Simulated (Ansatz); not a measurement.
An input for Ansatz 0.2.0 (Cs2AgAsF6 (Fm-3m)):

```yaml
crystal:
  lattice:
    - [0.0, 4.5976094258, 4.5976094258]
    - [4.5976094258, 0.0, 4.5976094258]
    - [4.5976094258, 4.5976094258, 0.0]
  atoms:
    - { symbol: Cs, position: [0.75, 0.75, 0.75] }
    - { symbol: Cs, position: [0.25, 0.25, 0.25] }
    - { symbol: Ag, position: [0.5, 0.5, 0.5] }
    - { symbol: As, position: [0.0, 0.0, 0.0] }
    - { symbol: F, position: [0.77327897, 0.22672103, 0.22672103] }
    - { symbol: F, position: [0.22672103, 0.22672103, 0.77327897] }
    - { symbol: F, position: [0.22672103, 0.77327897, 0.77327897] }
    - { symbol: F, position: [0.22672103, 0.77327897, 0.22672103] }
    - { symbol: F, position: [0.77327897, 0.22672103, 0.77327897] }
    - { symbol: F, position: [0.77327897, 0.77327897, 0.22672103] }
kpoints:
  mp_grid: { grid: [4, 4, 4] }
hamiltonian:
  xc: pbe
  pseudopotentials: { kind: paw, azcp: { folder: soft_1 } }
scf:
  occupations: { method: fixed }
dielectric: {}
```

```sh
ansatz run input.yaml --threads 2 --pin off --max-ram 92160MiB --backend cuda --events-out ev --progress --plain --runs-dir out --devices 1 --max-vram 13GiB
```

Question: Estimate wall time and host memory on 1 × NVIDIA H100 80GB HBM3 (shared by 6 runs) with 2 threads of AMD EPYC 7R13 (Zen 3), shared host.

It took 49 s; on shared hardware allow 25 s to 98 s. Peak host memory was 1.7 GiB.

[Paths, hosts, dates, memory and timing lines, banners, echoed tables and standing remarks are left out of the program output.]

[Logs are printed without paths, hosts, clocks, repeated set-up lines and the standing remarks that a program may print on its own settings, such as how far it seeks lower states.]

[Runs of the session that timed out or met a known fault of the program may be left out.]

[Cells called generated may have been cut or substituted from an entry of the Crystallography Open Database or the Materials Project.]

[Hosts, paths, dates, database ids (printed as entryN), source tags and the programs' standing remarks are cut or masked in the printed files.]
